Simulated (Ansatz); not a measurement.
**Slab bands of Ag(111)-(√3×√3)R30°-Pb surface alloy**

Aim: the slab bands of Ag(111)-(√3×√3)R30°-Pb surface alloy, with their weight on the outer layers.

Program: Ansatz 0.2.0. Level of theory: plane-wave DFT, PBE, Ansatz PAW, in the first sound run; inputs show where later runs differ. Results are calculated unless marked as measured.

## (1) Starting point

The cell holds 15 atoms: 14 Ag and 1 Pb. Its edges and angles: a = 5.009 Å, b = 5.009 Å, c = 28.045 Å, α = 90.0°, β = 90.0°, γ = 60.0°. Vacuum lies along c.

## (2) Relaxation

The structure is relaxed first, because levels and dipoles at a surface follow the positions of the outer atoms.

Contents of input.yaml:

```yaml
crystal:
  lattice:
    - [5.009206524, 0.0, 0.0]
    - [2.504603262, 4.3381001026, 0.0]
    - [0.0, 0.0, 28.0454504039]
  atoms:
    - { symbol: Ag, position: [0.0, 0.33333333, 0.3209076649] }
    - { symbol: Ag, position: [0.33333333, 0.66666667, 0.3209076649] }
    - { symbol: Ag, position: [0.66666667, 0.0, 0.3209076649] }
    - { symbol: Ag, position: [0.0, 0.0, 0.4051053714] }
    - { symbol: Ag, position: [0.33333333, 0.33333333, 0.4051053714] }
    - { symbol: Ag, position: [0.66666667, 0.66666667, 0.4051053714] }
    - { symbol: Ag, position: [0.0, 0.66666667, 0.4893030778] }
    - { symbol: Ag, position: [0.33333333, 0.0, 0.4893030778] }
    - { symbol: Ag, position: [0.66666667, 0.33333333, 0.4893030778] }
    - { symbol: Ag, position: [0.0, 0.33333333, 0.5735007843] }
    - { symbol: Ag, position: [0.33333333, 0.66666667, 0.5735007843] }
    - { symbol: Ag, position: [0.66666667, 0.0, 0.5735007843] }
    - { symbol: Ag, position: [0.0, 0.0, 0.6576984908] }
    - { symbol: Ag, position: [0.33333333, 0.33333333, 0.6576984908] }
    - { symbol: Pb, position: [0.66666667, 0.66666667, 0.6790923351] }
kpoints:
  mp_grid: { grid: [12, 12, 1] }
hamiltonian:
  xc: pbe
scf:
  occupations: { method: fermi_dirac, width: 0.1 }
  convergence: { dr2_threshold: 1.0e-08 }
efield:
  axis: 3
  dipole_correction: true
  ramp_position: 0.97
  ramp_width: 0.06
relax:
  f_tol: 0.01
  max_steps: 60
  constraints: [{ sites: [0, 1, 2, 3, 4, 5] }]
output:
  write_potential: true
  write_density: true
  volumetric_format: npy
```

Started as:

```
> ansatz run input.yaml --threads 4 --pin off --max-ram 12288MiB --backend cpu --events-out ev --progress --plain --runs-dir out
```

Numbers of over 12 decimals in the logs are rounded to 6 here.

The program printed:

```text
Engine: ansatz 0.2.0, x86_64-unknown-linux-gnu
Pseudopotentials: kind: paw
Pseudopotential: Ag, paw, valence charge 19, recommended cutoff 420 eV (normal), Ag.paw.azcp
Pseudopotential: Pb, paw, valence charge 14, recommended cutoff 420 eV (normal), Pb.paw.azcp
Functional definition: PBE
  parameter kappa = 0.804
  parameter beta = 0.066725
  exchange = pbe_x(kappa = kappa, mu = beta*pi^2/3)
  correlation = pbe_c(beta = beta)
Crystal: 15 atoms, lattice volume = 609.440 Å³
Basis set: ecut = 420 eV, 12003 PW (Γ), exchange–correlation on 72×72×384 points (8 copies of the dense FFT grid, shifted against one another)
Bands: 168, of which v1, the nominal top of the filled ones, is band 140 counted from 1 (139 counted from 0)
Symmetry: 6 space group operations
Space group: P31m (ITA 157), of the structure as read, at distance tolerance 8.5e-5 Å
k-points: 19 of 144 (time reversal used)
Non-local potential: Ag, projectors of the file, l = 0: 3, l = 1: 2, l = 2: 2, l = 3: 1
Non-local potential: Pb, projectors of the file, l = 0: 2, l = 1: 2, l = 2: 2, l = 3: 2
PAW form: soft (Blöchl's): semilocal exchange-correlation on the pseudo side does not see the compensation charge
PAW one-centre angular grid: Ag, 590 points (default); XC on 64 Gauss nodes
PAW one-centre angular grid: Pb, 590 points (default); XC on 64 Gauss nodes
Initial density: superposition of atomic densities (neutral atoms: chi_scale 0, normalization atom), corrected by the library's trained network
Initial wavefunctions: pseudopotential atomic-orbital guess
Functional: x = pbe(κ = 0.804, μ = 0.219515), c = pbe(β = 0.066725)
SCF iter   1: F=—  HF=-118172.406694 eV  |F-HF|=—  |Δ(HF+E_count)|=         —  Δρ=1.37e-3  dr2=3.67e-1  ethr=1.77e-3  p=0.052 e·Å  D=1.55e-2 V/Å  ΔV_dip=-0.44 eV  dr2_dipole=2.11e-1  V_vac-E_F(+/−)=4.01/4.44 eV  ⟨swp⟩=6.6  Hψ=12621  notcnv=0  defer=203
efield: sawtooth ramp at fractional position 0.9700 (set: `efield.ramp_position`, or a place that a band, a saddle search or an elastic batch's reference lends), width 0.0600; the density the first Hamiltonian is built on has a dipole p = 0.052 e·Å; the dipole correction subtracts the counter field D = 1.55e-2 V/Å, which shifts the + side's vacuum level by -0.44 eV against the − side's; the planar-averaged density in the ramp window peaks in size at 5.9e-6 e/Å³
preconditioner: auto → LDOS  [metal: Δε(μ)=0.082 eV  Ē_g=9.923 eV  σ=0.100 eV  W_gap=0.20  n_scr=122 (ndim 8)  ℏωp=19.5 eV  f_vac=0.534  D(μ)=4.15/eV (n_scr^D=8)  β→1.0]
SCF iter   2: F=—  HF=-118172.413853 eV  |F-HF|=—  |Δ(HF+E_count)|=   7.16e-3  Δρ=8.01e-4  dr2=1.09e-2  ethr=1.31e-4  p=0.050 e·Å  D=1.48e-2 V/Å  ΔV_dip=-0.41 eV  dr2_dipole=4.66e-3  V_vac-E_F(+/−)=4.02/4.44 eV  ⟨swp⟩=1.9  Hψ=3860  notcnv=0  defer=252
SCF iter   3: F=—  HF=-118172.414861 eV  |F-HF|=—  |Δ(HF+E_count)|=   1.01e-3  Δρ=4.58e-4  dr2=1.47e-3  ethr=3.89e-6  p=0.056 e·Å  D=1.65e-2 V/Å  ΔV_dip=-0.46 eV  dr2_dipole=7.25e-5  V_vac-E_F(+/−)=3.99/4.46 eV  ⟨swp⟩=2.1  Hψ=5706  notcnv=0  defer=252
SCF iter   4: F=—  HF=-118172.414550 eV  |F-HF|=—  |Δ(HF+E_count)|=   3.11e-4  Δρ=1.63e-4  dr2=1.85e-4  ethr=5.25e-7  p=0.055 e·Å  D=1.64e-2 V/Å  ΔV_dip=-0.46 eV  dr2_dipole=3.52e-6  V_vac-E_F(+/−)=3.99/4.45 eV  ⟨swp⟩=2.5  Hψ=5415  notcnv=0  defer=252
SCF iter   5: F=—  HF=-118172.414560 eV  |F-HF|=—  |Δ(HF+E_count)|=   9.96e-6  Δρ=3.11e-5  dr2=6.47e-6  ethr=6.59e-8  p=0.056 e·Å  D=1.65e-2 V/Å  ΔV_dip=-0.46 eV  dr2_dipole=7.87e-10  V_vac-E_F(+/−)=3.99/4.45 eV  ⟨swp⟩=3.4  Hψ=6474  notcnv=0  defer=252
SCF iter   6: F=—  HF=-118172.414745 eV  |F-HF|=—  |Δ(HF+E_count)|=   1.85e-4  Δρ=1.36e-5  dr2=1.91e-6  ethr=2.31e-9  p=0.056 e·Å  D=1.66e-2 V/Å  ΔV_dip=-0.47 eV  dr2_dipole=1.08e-8  V_vac-E_F(+/−)=3.99/4.45 eV  ⟨swp⟩=2.1  Hψ=5274  notcnv=0  defer=246
SCF iter   7: F=—  HF=-118172.414745 eV  |F-HF|=—  |Δ(HF+E_count)|=   7.64e-8  Δρ=3.34e-6  dr2=1.03e-7  ethr=6.81e-10  p=0.056 e·Å  D=1.66e-2 V/Å  ΔV_dip=-0.46 eV  dr2_dipole=1.34e-9  V_vac-E_F(+/−)=3.99/4.45 eV  ⟨swp⟩=2.1  Hψ=4519  notcnv=0  defer=246
SCF iter   8: F=—  HF=-118172.414745 eV  |F-HF|=—  |Δ(HF+E_count)|=   8.68e-8  Δρ=1.28e-6  dr2=1.12e-8  ethr=3.57e-12  p=0.056 e·Å  D=1.66e-2 V/Å  ΔV_dip=-0.46 eV  dr2_dipole=1.03e-10  V_vac-E_F(+/−)=3.99/4.45 eV  ⟨swp⟩=10.2  Hψ=22253  notcnv=0
SCF iter   9: F=-118172.414745 eV  HF=-118172.414745 eV  |F-HF|=6.27e-9  |Δ(HF+E_count)|=   2.49e-8  Δρ=3.62e-7  dr2=1.03e-9  ethr=3.57e-12  p=0.056 e·Å  D=1.66e-2 V/Å  ΔV_dip=-0.46 eV  dr2_dipole=4.12e-11  V_vac-E_F(+/−)=3.99/4.45 eV  ⟨swp⟩=8.3  Hψ=18670  notcnv=0
SCF 1 converged in 9 iterations: F = -118172.414745 eV  dr2 = 1.03e-9
  greatest PAW one-centre occupation: 1.000 electrons in one spin orbital (limit 2), on the Ag atom at site 8 (counted from 0), in its partial waves of l = 0
relax step   1: F+E_penalty+E_count = -118172.41474464 eV  Δ(F+E_penalty+E_count) = +0.000e0 eV  max|allowed force component| = 1.431e-1 eV/Å  Δτ_max = 0.0000 Å  (9 SCF iters, accepted)
Initial density: handed on by an earlier stage of this run
Initial wavefunctions: those handed on with the density
iter 1 solved again at ethr=3.63e-5 eV; its pass at ethr=3.10e-3 eV (dr2=1.02e-1 eV) is discarded
SCF iter   1: F=—  HF=-118172.481166 eV  |F-HF|=—  |Δ(HF+E_count)|=         —  Δρ=3.96e-3  dr2=8.86e-2  ethr=3.63e-5  p=0.056 e·Å  D=1.66e-2 V/Å  ΔV_dip=-0.46 eV  dr2_dipole=3.90e-4  V_vac-E_F(+/−)=4.00/4.46 eV  ⟨swp⟩=2.0  Hψ=13535  notcnv=0  defer=240
efield: sawtooth ramp at fractional position 0.9700 (set: `efield.ramp_position`, or a place that a band, a saddle search or an elastic batch's reference lends), width 0.0600; the density the first Hamiltonian is built on has a dipole p = 0.056 e·Å; the dipole correction subtracts the counter field D = 1.66e-2 V/Å, which shifts the + side's vacuum level by -0.46 eV against the − side's; the planar-averaged density in the ramp window peaks in size at 8.0e-7 e/Å³
preconditioner: auto → LDOS  [metal: Δε(μ)=0.018 eV  Ē_g=9.842 eV  σ=0.100 eV  W_gap=0.05  n_scr=122 (ndim 8)  ℏωp=19.5 eV  f_vac=0.527  D(μ)=4.20/eV (n_scr^D=8)  β→1.0]
SCF iter   2: F=—  HF=-118172.475761 eV  |F-HF|=—  |Δ(HF+E_count)|=   5.40e-3  Δρ=3.02e-3  dr2=1.10e-1  ethr=3.17e-5  p=0.060 e·Å  D=1.79e-2 V/Å  ΔV_dip=-0.50 eV  dr2_dipole=1.90e-2  V_vac-E_F(+/−)=3.96/4.46 eV  ⟨swp⟩=2.0  Hψ=5531  notcnv=0  defer=240
SCF iter   3: F=—  HF=-118172.453640 eV  |F-HF|=—  |Δ(HF+E_count)|=   2.21e-2  Δρ=3.95e-4  dr2=2.93e-3  ethr=3.17e-5  p=0.059 e·Å  D=1.75e-2 V/Å  ΔV_dip=-0.49 eV  dr2_dipole=1.06e-3  V_vac-E_F(+/−)=3.97/4.46 eV  ⟨swp⟩=2.1  Hψ=4638  notcnv=0  defer=240
[...]
SCF iter   5: F=—  HF=-118172.455874 eV  |F-HF|=—  |Δ(HF+E_count)|=   2.95e-7  Δρ=3.51e-6  dr2=6.78e-8  ethr=6.44e-10  p=0.062 e·Å  D=1.85e-2 V/Å  ΔV_dip=-0.52 eV  dr2_dipole=1.86e-9  V_vac-E_F(+/−)=3.94/4.46 eV  ⟨swp⟩=2.2  Hψ=4531  notcnv=0  defer=289
SCF iter   6: F=-118172.455874 eV  HF=-118172.455874 eV  |F-HF|=1.17e-8  |Δ(HF+E_count)|=   2.68e-8  Δρ=1.04e-6  dr2=5.03e-9  ethr=3.57e-12  p=0.062 e·Å  D=1.85e-2 V/Å  ΔV_dip=-0.52 eV  dr2_dipole=2.99e-11  V_vac-E_F(+/−)=3.94/4.46 eV  ⟨swp⟩=9.4  Hψ=21185  notcnv=0
SCF 3 converged in 6 iterations: F = -118172.455874 eV  dr2 = 5.03e-9
relax step   3: F+E_penalty+E_count = -118172.45587404 eV  Δ(F+E_penalty+E_count) = -2.069e-3 eV  max|allowed force component| = 1.492e-2 eV/Å  Δτ_max = 0.0135 Å  (6 SCF iters, accepted)
SCF iter   1: F=—  HF=-118172.455902 eV  |F-HF|=—  |Δ(HF+E_count)|=         —  Δρ=1.39e-4  dr2=9.74e-5  ethr=4.46e-7  p=0.062 e·Å  D=1.85e-2 V/Å  ΔV_dip=-0.52 eV  dr2_dipole=1.07e-6  V_vac-E_F(+/−)=3.94/4.46 eV  ⟨swp⟩=3.9  Hψ=7870  notcnv=0  defer=286
efield: sawtooth ramp at fractional position 0.9700 (set: `efield.ramp_position`, or a place that a band, a saddle search or an elastic batch's reference lends), width 0.0600; the density the first Hamiltonian is built on has a dipole p = 0.062 e·Å; the dipole correction subtracts the counter field D = 1.85e-2 V/Å, which shifts the + side's vacuum level by -0.52 eV against the − side's; the planar-averaged density in the ramp window peaks in size at 7.2e-7 e/Å³
preconditioner: auto → LDOS  [metal: Δε(μ)=0.042 eV  Ē_g=9.841 eV  σ=0.100 eV  W_gap=0.10  n_scr=122 (ndim 8)  ℏωp=19.5 eV  f_vac=0.527  D(μ)=4.20/eV (n_scr^D=8)  β→1.0]
SCF iter   2: F=—  HF=-118172.455868 eV  |F-HF|=—  |Δ(HF+E_count)|=   3.40e-5  Δρ=1.00e-4  dr2=1.25e-4  ethr=3.48e-8  p=0.063 e·Å  D=1.88e-2 V/Å  ΔV_dip=-0.53 eV  dr2_dipole=1.80e-6  V_vac-E_F(+/−)=3.93/4.46 eV  ⟨swp⟩=3.0  Hψ=6566  notcnv=0  defer=286
SCF iter   3: F=—  HF=-118172.455857 eV  |F-HF|=—  |Δ(HF+E_count)|=   1.07e-5  Δρ=1.92e-5  dr2=5.20e-6  ethr=3.48e-8  p=0.064 e·Å  D=1.89e-2 V/Å  ΔV_dip=-0.53 eV  dr2_dipole=8.80e-7  V_vac-E_F(+/−)=3.93/4.46 eV  ⟨swp⟩=2.5  Hψ=5366  notcnv=0  defer=286
SCF iter   4: F=—  HF=-118172.456040 eV  |F-HF|=—  |Δ(HF+E_count)|=   1.83e-4  Δρ=1.07e-5  dr2=9.42e-7  ethr=1.86e-9  p=0.064 e·Å  D=1.89e-2 V/Å  ΔV_dip=-0.53 eV  dr2_dipole=3.74e-8  V_vac-E_F(+/−)=3.93/4.46 eV  ⟨swp⟩=2.7  Hψ=5086  notcnv=0  defer=286
SCF iter   5: F=—  HF=-118172.456039 eV  |F-HF|=—  |Δ(HF+E_count)|=   1.45e-7  Δρ=2.52e-6  dr2=4.53e-8  ethr=3.37e-10  p=0.064 e·Å  D=1.89e-2 V/Å  ΔV_dip=-0.53 eV  dr2_dipole=4.41e-9  V_vac-E_F(+/−)=3.93/4.46 eV  ⟨swp⟩=2.3  Hψ=4960  notcnv=0  defer=286
SCF iter   6: F=-118172.456039 eV  HF=-118172.456039 eV  |F-HF|=7.74e-9  |Δ(HF+E_count)|=   4.38e-8  Δρ=8.95e-7  dr2=5.40e-9  ethr=3.57e-12  p=0.064 e·Å  D=1.89e-2 V/Å  ΔV_dip=-0.53 eV  dr2_dipole=1.71e-11  V_vac-E_F(+/−)=3.93/4.46 eV  ⟨swp⟩=9.4  Hψ=20415  notcnv=0
SCF 4 converged in 6 iterations: F = -118172.456039 eV  dr2 = 5.40e-9
relax step   4: F+E_penalty+E_count = -118172.45603950 eV  Δ(F+E_penalty+E_count) = -1.655e-4 eV  max|allowed force component| = 2.009e-3 eV/Å  Δτ_max = 0.0144 Å  (6 SCF iters, accepted)
NSCF: frozen V_eff on 19 k-points
the band table was solved once a step of the walk had ended and its energy, with any forces and stress, was formed, with the checks that follow a solve (15473 applications of the Hamiltonian). They found nothing against the state; the energy, forces and stress were not computed again (output.eigenvalues in the input reference)
WARN: The output density's exchange-correlation potential varies sharply where the density is thin. Do not read a vacuum level from v_tot or v_xc, or from such a field of the output density. On a cell that repeats whose density bears no net charge and no dipole along the vacuum's axis use v_es (v_loc + v_h of the components); under efield.dipole_correction with no amplitude use v_es + v_field, which holds any externa [...]
SCF converged after 6 iterations
Free energy (F): -118172.456039 eV
Harris-Foulkes:  -118172.456039 eV  (|F-HF|=7.74e-9)
Internal energy: -118172.313746 eV  (E = F + TS)
E sigma→0 (E₀):  -118172.384893 eV
Entropy (-TS):   -0.142293 eV (-9.486 meV/atom)
Fermi energy:    5.012962 eV
Dipole field:    D = 0.018880 V/Å  (p = 0.063588 e·Å, saw-weighted, corrected)
Work function:   Φ+ = 3.9304 eV   Φ− = 4.4600 eV
Levels:          The Fermi level and band energies are counted from a zero that moves with the ramp; work functions are not
--- Per-component energies (eV) ---
  E_band       = -6661.873455
  E_kinetic    = 7670.957521
  E_local      = -539475.208041  (includes V_loc(G=0)·N_el)
  E_nonlocal   = 1470.833377
  E_hartree    = 266594.120605
  E_xc         = -2805.750924
  E_vxc        = -3416.636218  (∫ρ·V_xc dr)
  E_paw        = -65036.942799  (= ΣΔE_a)
  E_vpaw       = -6101.614715  (= ΣTr[D̂ρ^β])
  E_aug_tail   = 0.004623  (compensation charges beyond the density's cutoff)
  E_efield     = 0.000600  (sawtooth field / dipole correction)
  E_vefield    = 1.547190  (∫n·V_field dr)
  E_ewald      = 213409.671291
  E_smearing   = -0.142293  (= −TS)
  E_closure    = -0.000000  (closes the sum)
  Σ components = -118172.456039   (vs F -118172.456039, Δ=0.00e0)
--- Forces (eV/Å), atoms counted from 1 ---
  atom   1  Ag     0.00829316    -0.01436417    -0.15282673
  atom   2  Ag    -0.01658631     0.00000000    -0.15282673
  atom   3  Ag     0.00829316     0.01436417    -0.15282673
  atom   4  Ag     0.00000000    -0.00000000     0.13136445
  atom   5  Ag     0.00000000     0.00000000     0.13136445
  atom   6  Ag     0.00000000    -0.00000000     0.19519997
  atom   7  Ag    -0.00119303     0.00000000     0.00029970
  atom   8  Ag     0.00059652    -0.00103320     0.00029970
  atom   9  Ag     0.00059652     0.00103320     0.00029970
  atom  10  Ag     0.00020331    -0.00035214     0.00104859
  atom  11  Ag    -0.00040661     0.00000000     0.00104859
  atom  12  Ag     0.00020331     0.00035214     0.00104859
  atom  13  Ag    -0.00000000    -0.00000000    -0.00072989
  atom  14  Ag    -0.00000000     0.00000000    -0.00072989
  atom  15  Pb    -0.00000000     0.00000000    -0.00200880
  max |Σ_I F_I| component: 2.50e-5 eV/Å
--- Band table (eV; the first three rows and the last of 19) ---
  k-point 0: bands = [... 136 lower, 4.7316, 5.7392, 6.9893, 6.9893, 7.4962, 8.0677, 8.0677, 8.3598, ... 24 higher]
  k-point 1: bands = [... 136 lower, 4.8478, 5.4521, 6.5865, 6.7737, 7.1380, 7.4994, 7.7064, 7.8307, ... 24 higher]
  k-point 2: bands = [... 136 lower, 4.6917, 5.2277, 5.8724, 5.9314, 6.4003, 6.7684, 7.0478, 7.3938, ... 24 higher]
  k-point 18: bands = [... 136 lower, 2.2413, 2.7947, 3.2279, 3.2279, 4.3232, 4.8095, 4.8095, 5.8484, ... 24 higher]
--- Relaxed structure (4 steps of the walk, 4 accepted, 0 SCFs on fresh bases) ---
  F+E_penalty+E_count = -118172.45603950 eV   max|allowed force component| = 2.009e-3 eV/Å
  atoms:
    - { symbol: Ag, position: [1.6666666935449825e-9, 0.333333, 0.320908] }
    - { symbol: Ag, position: [0.333333, 0.666667, 0.320908] }
    - { symbol: Ag, position: [0.666667, 1.6666666738076838e-9, 0.320908] }
    - { symbol: Ag, position: [0.0, 0.0, 0.4051053714] }
    - { symbol: Ag, position: [0.333333, 0.333333, 0.4051053714] }
    - { symbol: Ag, position: [0.666667, 0.666667, 0.4051053714] }
    - { symbol: Ag, position: [0.00110341, 0.666667, 0.491150] }
    - { symbol: Ag, position: [0.332230, 0.00110341, 0.491150] }
    - { symbol: Ag, position: [0.666667, 0.332230, 0.491150] }
    - { symbol: Ag, position: [-0.00340749, 0.336741, 0.577386] }
    - { symbol: Ag, position: [0.336741, 0.666667, 0.577386] }
    - { symbol: Ag, position: [0.666667, -0.00340749, 0.577386] }
    - { symbol: Ag, position: [5.6909056610119905e-19, -1.1381811322023883e-18, 0.662456] }
    - { symbol: Ag, position: [0.333333, 0.333333, 0.662456] }
    - { symbol: Pb, position: [0.666667, 0.666667, 0.686978] }
```

It took 93 s on 4 threads of Intel Xeon 6975P-C (Granite Rapids), shared host; peak memory 2.9 GiB.

The steps of the relaxation:

```tsv
step	energy less that of the first step (eV)	largest force component (eV/Å)
1	0.0000	0.1431
2	-0.0391	0.0702
3	-0.0411	0.0149
4	-0.0413	0.0020
```

Forces are held to the 6 operations that the run works with; a distortion that breaks them can't arise in this run.

The atoms that moved most (Å):

```tsv
atom	dx	dy	dz	length
Pb15	0.000	0.000	0.221	0.221
Ag14	0.000	0.000	0.133	0.133
Ag13	0.000	0.000	0.133	0.133
Ag12	-0.009	-0.015	0.109	0.110
Ag10	-0.009	0.015	0.109	0.110
Ag11	0.017	0.000	0.109	0.110
Ag9	-0.003	-0.005	0.052	0.052
Ag8	-0.003	0.005	0.052	0.052
```

Numbers from this step:

* energy at zero smearing: -118172.3849 eV
* work function, upper face: 3.930 eV
* work function, lower face: 4.460 eV
* dipole along the normal: 0.06359 e·Å
* step between the vacuum levels: -0.5295 eV

The relaxation took 4 steps and lowered the energy by 0.041 eV; the largest force on the free atoms ends at 0.0020 eV/Å.

The work function of the upper face is 3.93 eV.

[end of part 1 of 3]

[Logs are printed without paths, hosts, clocks, repeated set-up lines and the standing remarks that a program may print on its own settings, such as how far it seeks lower states.]

[Hosts, paths, dates, database ids (printed as entryN), source tags and the programs' standing remarks are cut or masked in the printed files.]

[Maps of the electrostatic potential energy from Ansatz leave out the sawtooth potential of an applied field or a dipole correction, so their vacuum need not be flat; planar profiles and work functions include it.]
